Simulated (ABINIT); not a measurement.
# A GW chain in ABINIT: CsSnI3 (Pm-3m)

Wanted: ground state, empty states, screening and self-energy for CsSnI3 (Pm-3m).

Calculated with ABINIT 10.8.3; PBE and many-body steps on it, plane waves.

### 1. The structure

Symmetry: Pm-3m, No. 221, cubic system. The conventional cell has a = 6.286 Å, b = 6.286 Å, c = 6.286 Å, α = 90.00°, β = 90.00°, γ = 90.00°. Nearest to Cs lie 12 I at 4.45 Å. Nearest to Sn lie 6 I at 3.14 Å. Nearest to I lie 2 Sn at 3.14 Å and 4 Cs at 4.45 Å. Farther neighbours and most contacts between anions are not listed.

Structure file:

```cif
data_structure
_symmetry_space_group_name_H-M 'Pm-3m'
_symmetry_Int_Tables_number 221
_cell_length_a 6.2862
_cell_length_b 6.2862
_cell_length_c 6.2862
_cell_angle_alpha 90.000
_cell_angle_beta 90.000
_cell_angle_gamma 90.000
_cell_volume 248.41
loop_
_atom_site_label
_atom_site_type_symbol
_atom_site_symmetry_multiplicity
_atom_site_Wyckoff_symbol
_atom_site_fract_x
_atom_site_fract_y
_atom_site_fract_z
_atom_site_occupancy
Cs1 Cs 1 b 0.50000 0.50000 0.50000 1
Sn1 Sn 1 a 0.00000 0.00000 0.00000 1
I1 I 3 d 0.50000 0.00000 0.00000 1
```

The cell and positions are those that the Materials Project relaxed with its own functionals (PBE, PBE+U or r2SCAN), kept fixed. Spin-orbit coupling is left out unless a step names it.

### 2. Ground state

This step: ABINIT 10.8.3; DFT, PBE, plane waves, norm-conserving pseudopotentials.

The ground-state density comes first.

run.abi

```
acell 3*1.0 Angstrom
rprim 
  6.286228000000 0.000000000000 0.000000000000
  0.000000000000 6.286228000000 0.000000000000
  0.000000000000 0.000000000000 6.286228000000
ntypat 3
znucl 55 50 53
natom 5
typat 1 2 3 3 3
xred 
  0.500000000000 0.500000000000 0.500000000000
  0.000000000000 0.000000000000 0.000000000000
  0.500000000000 0.000000000000 0.000000000000
  0.000000000000 0.000000000000 0.500000000000
  0.000000000000 0.500000000000 0.000000000000
pp_dirpath "pseudos"
pseudos "Cs.upf, Sn.upf, I.upf"
ecut 38
ngkpt 4 4 4
nshiftk 1
shiftk 0 0 0
kptopt 1
chksymbreak 0
nband 59
occopt 1
tolvrs 1e-10
nstep 60
prtwf 0
optforces 0
optstress 0
indata_prefix "in"
outdata_prefix "out"
tmpdata_prefix "tmp"
```

The run is started by

```console
OMP_NUM_THREADS=1 mpirun -n 8 abinit run.abi > log
```

Numbers of over 12 decimals in the logs are rounded to 6 here.

The program printed:

```text
.Version 10.8.3 of ABINIT. v10.8.2 released Aug 2026.

 Symmetries : space group Pm -3 m (#221); Bravais cP (primitive cubic)
================================================================================
 Values of the parameters that define the memory need of the present run
     intxc =       0    ionmov =       0      iscf =       7    lmnmax =       8
     lnmax =       8     mgfft =      72  mpssoang =       4    mqgrid =    3297
     natom =       5  nloc_mem =       1    nspden =       1   nspinor =       1
    nsppol =       1      nsym =      48    n1xccc =    2501    ntypat =       3
    occopt =       1   xclevel =       2
-    mband =          59        mffmem =           1         mkmem =           2
       mpw =       18821          nfft =      373248          nkpt =          10
================================================================================
  Rough estimation (10% accuracy) of disk space for files :
================================================================================

--------------------------------------------------------------------------------
------------- Echo of variables that govern the present computation ------------
--------------------------------------------------------------------------------
 -outvars: echo values of preprocessed input variables --------
            acell      1.8897261259E+00  1.8897261259E+00  1.8897261259E+00 Bohr

      chksymbreak           0
             ecut      3.80000000E+01 Hartree
-          fftalg         312

              ixc     -101130
              kpt      0.00000000E+00  0.00000000E+00  0.00000000E+00
                       2.50000000E-01  0.00000000E+00  0.00000000E+00
                       5.00000000E-01  0.00000000E+00  0.00000000E+00
                       2.50000000E-01  2.50000000E-01  0.00000000E+00
                       5.00000000E-01  2.50000000E-01  0.00000000E+00
                       5.00000000E-01  5.00000000E-01  0.00000000E+00
                       2.50000000E-01  2.50000000E-01  2.50000000E-01
                       5.00000000E-01  2.50000000E-01  2.50000000E-01
                       5.00000000E-01  5.00000000E-01  2.50000000E-01
                       5.00000000E-01  5.00000000E-01  5.00000000E-01
         kptrlatt        4    0    0      0    4    0      0    0    4
          kptrlen      4.75169971E+01
P           mkmem           2
            natom           5
            nband          59
            ngfft          72      72      72
             nkpt          10
            nstep          60
             nsym          48
           ntypat           3
              occ      2.000000  2.000000  2.000000  2.000000  2.000000  2.000000
                       2.000000  2.000000  2.000000  2.000000  2.000000  2.000000
                       2.000000  2.000000  2.000000  2.000000  2.000000  2.000000
                       2.000000  2.000000  2.000000  2.000000  2.000000  2.000000
                       2.000000  2.000000  2.000000  2.000000  2.000000  2.000000
                       2.000000  2.000000  2.000000  2.000000  2.000000  2.000000
                       2.000000  2.000000  2.000000  2.000000  2.000000  2.000000
                       2.000000  2.000000  2.000000  2.000000  2.000000  2.000000
                       2.000000  2.000000  2.000000  2.000000  2.000000  0.000000
                       0.000000  0.000000  0.000000  0.000000  0.000000
        optforces           0
        optstress           0
            prtwf           0
            rprim      6.2862280000E+00  0.0000000000E+00  0.0000000000E+00
                       0.0000000000E+00  6.2862280000E+00  0.0000000000E+00
[...]
spgroup         221

           tolvrs      1.00000000E-10

             xred      5.0000000000E-01  5.0000000000E-01  5.0000000000E-01
[...]
znucl       55.00000   50.00000   53.00000

================================================================================

 chkinp: Checking input parameters for consistency.

================================================================================
== DATASET  1 ==================================================================
-   mpi_nproc: 8, omp_nthreads: 1 (-1 if OMP is not activated)
-    --> not optimal distribution: autoparal keyword recommended in input file <--

--- !DatasetInfo
iteration_state: {dtset: 1, }
dimensions: {natom: 5, nkpt: 10, mband: 59, nsppol: 1, nspinor: 1, nspden: 1, mpw: 18821, }
cutoff_energies: {ecut:  38.0, pawecutdg:  -1.0, }
electrons: {nelect:   1.06000000E+02, charge:   0.00000000E+00, occopt:   1.00000000E+00, tsmear:   1.00000000E-02, }

 Real(R)+Recip(G) space primitive vectors, cartesian coordinates (Bohr,Bohr^-1):
 R(1)= 11.8792493  0.0000000  0.0000000  G(1)=  0.0841804  0.0000000  0.0000000
 R(2)=  0.0000000 11.8792493  0.0000000  G(2)=  0.0000000  0.0841804  0.0000000
 R(3)=  0.0000000  0.0000000 11.8792493  G(3)=  0.0000000  0.0000000  0.0841804
 Unit cell volume ucvol=  1.6763588E+03 bohr^3
 Angles (23,13,12)=  9.00000000E+01  9.00000000E+01  9.00000000E+01 degrees

 getcut: wavevector=  0.0000  0.0000  0.0000  ngfft=  72  72  72
         ecut(hartree)=     38.000   => boxcut(ratio)=   2.18417

--- Pseudopotential description ------------------------------------------------
- Cs Generated using ONCVPSP code by D. R. Hamann
[...]
nproj     2     2     2     0
  pspatm : epsatm=   27.31087254
         --- l  ekb(1:nproj) -->
[...]
pspatm: atomic psp has been read  and splines computed

- I Generated using ONCVPSP code by D. R. Hamann
- 53.00000  25.00000  220131                  znucl, zion, pspdat
12 -101130 3 -1 1188                          pspcod,pspxc,lmax,lloc,mmax
     nproj     2     2     2     2
  pspatm : epsatm=   25.72445091
         --- l  ekb(1:nproj) -->
[...]
pspatm: atomic psp has been read  and splines computed

   1.34938913E+04                                ecore*ucvol(ha*bohr**3)
--------------------------------------------------------------------------------

_setup2: Arith. and geom. avg. npw (full set) are   18763.109   18763.076

================================================================================

--- !BeginCycle
iteration_state: {dtset: 1, }
solver: {iscf: 7, nstep: 60, nline: 4, wfoptalg: 0, }
tolerances: {tolvrs: 1.00E-10, }

     iter   Etot(hartree)      deltaE(h)  residm     vres2
 ETOT  1  -1177.8843633085    -1.178E+03 1.248E+00 2.079E+03
 ETOT  2  -1182.9492740837    -5.065E+00 8.004E-03 1.104E+03
 ETOT  3  -1183.0918070105    -1.425E-01 4.372E-03 2.903E+02
 ETOT  4  -1183.1048044187    -1.300E-02 2.450E-03 1.069E+02
 ETOT  5  -1183.1109860572    -6.182E-03 1.451E-03 2.632E+01
 ETOT  6  -1183.1119157257    -9.297E-04 5.970E-04 3.293E+00
 ETOT  7  -1183.1119828778    -6.715E-05 7.539E-04 3.674E-01
 ETOT  8  -1183.1119940682    -1.119E-05 1.225E-03 7.086E-02
 ETOT  9  -1183.1119972650    -3.197E-06 4.952E-04 5.013E-03
 ETOT 10  -1183.1119974858    -2.208E-07 3.494E-04 1.158E-04
 ETOT 11  -1183.1119974912    -5.445E-09 9.698E-05 4.846E-06
 ETOT 12  -1183.1119974918    -5.875E-10 5.398E-05 8.649E-07
 ETOT 13  -1183.1119974918     7.071E-11 1.771E-05 3.790E-08
 ETOT 14  -1183.1119974922    -4.163E-10 9.806E-06 8.406E-10
 ETOT 15  -1183.1119974919     3.031E-10 4.595E-06 2.240E-10
 ETOT 16  -1183.1119974917     1.717E-10 8.360E-06 8.150E-11

 At SCF step   16       vres2   =  8.15E-11 < tolvrs=  1.00E-10 =>converged.

--- !ResultsGS
iteration_state: {dtset: 1, }
comment   : Summary of ground state results
lattice_vectors:
- [ 11.8792493,   0.0000000,   0.0000000, ]
- [  0.0000000,  11.8792493,   0.0000000, ]
- [  0.0000000,   0.0000000,  11.8792493, ]
lattice_lengths: [  11.87925,   11.87925,   11.87925, ]
lattice_angles: [ 90.000,  90.000,  90.000, ] # degrees, (23, 13, 12)
lattice_volume:   1.6763588E+03
convergence: {deltae:  1.717E-10, res2:  8.150E-11, residm:  8.360E-06, diffor:  0.000E+00, }
etotal    :  -1.18311200E+03
entropy   :   0.00000000E+00
fermie    :   1.28351261E-01
cartesian_stress_tensor: null
pressure_GPa: null
xred      :
- [  5.0000E-01,   5.0000E-01,   5.0000E-01, Cs]
- [  0.0000E+00,   0.0000E+00,   0.0000E+00, Sn]
- [  5.0000E-01,   0.0000E+00,   0.0000E+00,  I]
- [  0.0000E+00,   0.0000E+00,   5.0000E-01,  I]
- [  0.0000E+00,   5.0000E-01,   0.0000E+00,  I]
cartesian_forces: null
force_length_stats: {min: null, max: null, mean: null, }

 Integrated electronic density in atomic spheres:
 ------------------------------------------------
 Atom  Sphere_radius  Integrated_density
[...]
================================================================================

 ----iterations are completed or convergence reached----

 Mean square residual over all n,k,spin=   22.062E-09; max=  83.601E-07
 reduced coordinates (array xred) for    5 atoms
[...]
0.000000000000      0.000000000000      0.000000000000
       0.500000000000      0.000000000000      0.000000000000
       0.000000000000      0.000000000000      0.500000000000
       0.000000000000      0.500000000000      0.000000000000
 rms dE/dt=  0.0000E+00; max dE/dt=  0.0000E+00; dE/dt below (all hartree)
    1       0.000000000000      0.000000000000      0.000000000000
    2       0.000000000000      0.000000000000      0.000000000000
    3       0.000000000000      0.000000000000      0.000000000000
    4       0.000000000000      0.000000000000      0.000000000000
    5       0.000000000000      0.000000000000      0.000000000000

 cartesian coordinates (angstrom) at end:
    1      3.143114     3.143114     3.143114
    2      0.000000     0.000000     0.000000
    3      3.143114     0.000000     0.000000
    4      0.000000     0.000000     3.143114
    5      0.000000     3.143114     0.000000
 length scales=  1.889726125908  1.889726125908  1.889726125908 bohr
              =  1.000000000000  1.000000000000  1.000000000000 angstroms
 prteigrs : about to open file out_EIG
 Fermi (or HOMO) energy (hartree) =   0.12835   Average Vxc (hartree)=  -0.28240
 Eigenvalues (hartree) for nkpt=  10  k points:
 kpt#   1, nband= 59, wtk=  0.01563, kpt=  0.0000  0.0000  0.0000 (reduced coord)
  -6.32304   -6.32304   -6.32304   -4.65407   -4.37268   -4.37268   -4.37268   -4.36883
  -4.36883   -4.36883   -4.36883   -4.36883   -4.36883   -3.02849   -3.02849   -3.02849
  -1.52069   -1.52037   -1.52037   -1.51937   -1.51937   -1.51937   -1.51925   -1.51925
  -1.51925   -1.51613   -1.51592   -1.51592   -1.51592   -1.51570   -1.51570   -0.68580
  -0.68136   -0.68136   -0.68086   -0.68086   -0.68086   -0.34801   -0.32445   -0.32445
  -0.19994   -0.19994   -0.19994   -0.09714   -0.03219   -0.03219   -0.03219    0.05156
   0.05156    0.05156    0.05667    0.05667    0.05667    0.21530    0.25231    0.25231
   0.26490    0.26490    0.26490
 prteigrs : prtvol=0 or 1, do not print more k-points.

--- !EnergyTerms
iteration_state     : {dtset: 1, }
comment             : Components of total free energy in Hartree
kinetic             :  3.97871112871288E+02
hartree             :  5.18300786564928E+02
xc                  : -1.52819764325309E+02
Ewald energy        : -4.43126019946556E+02
psp_core            :  8.04952433837377E+00
local_psp           : -1.48947106951656E+03
non_local_psp       : -2.19165674778725E+01
total_energy        : -1.18311199749171E+03
total_energy_eV     : -3.21941175360010E+04
band_energy         : -2.00633296306137E+02

== END DATASET(S) ==============================================================
================================================================================

 -outvars: echo values of variables after computation  --------
           etotal     -1.1831119975E+03
            nband          59
             nkpt          10
          spgroup         221
 [... the other variables as echoed above ...]

 Calculation completed.
```

Elapsed: 3.3 min, on 8 MPI ranks of Intel Xeon Platinum 8488C (Sapphire Rapids), shared host; peak memory 1.4 GiB.

This step gave:

- total energy: -32194.1175 eV
- gap: 0.4814 eV
- k of the valence top: 0.5, 0.5, 0.5
- k of the conduction bottom: 0.5, 0.5, 0.5
- least direct gap: 0.4814 eV

The gap is direct, at (0.500, 0.500, 0.500).

(Continued in part 2 of 3.)

[Paths, hosts, dates, memory and timing lines, banners, echoed tables and standing remarks are left out of the program output.]

[Logs are printed without paths, hosts, clocks, repeated set-up lines and the standing remarks that a program may print on its own settings, such as how far it seeks lower states.]

[Runs of the session that timed out or met a known fault of the program may be left out.]

[Hosts, paths, dates, database ids (printed as entryN), source tags and the programs' standing remarks are cut or masked in the printed files.]

[G0W0 gaps are taken among the corrected bands and points alone; a level outside them can change the order at an edge.]

[Where Ansatz stands beside ABINIT at settings called matched, ABINIT's density can come from a denser mesh and the files from another edition; pairs whose starting gaps differed by over 0.03 eV were left out, so agreement reads better than it is.]
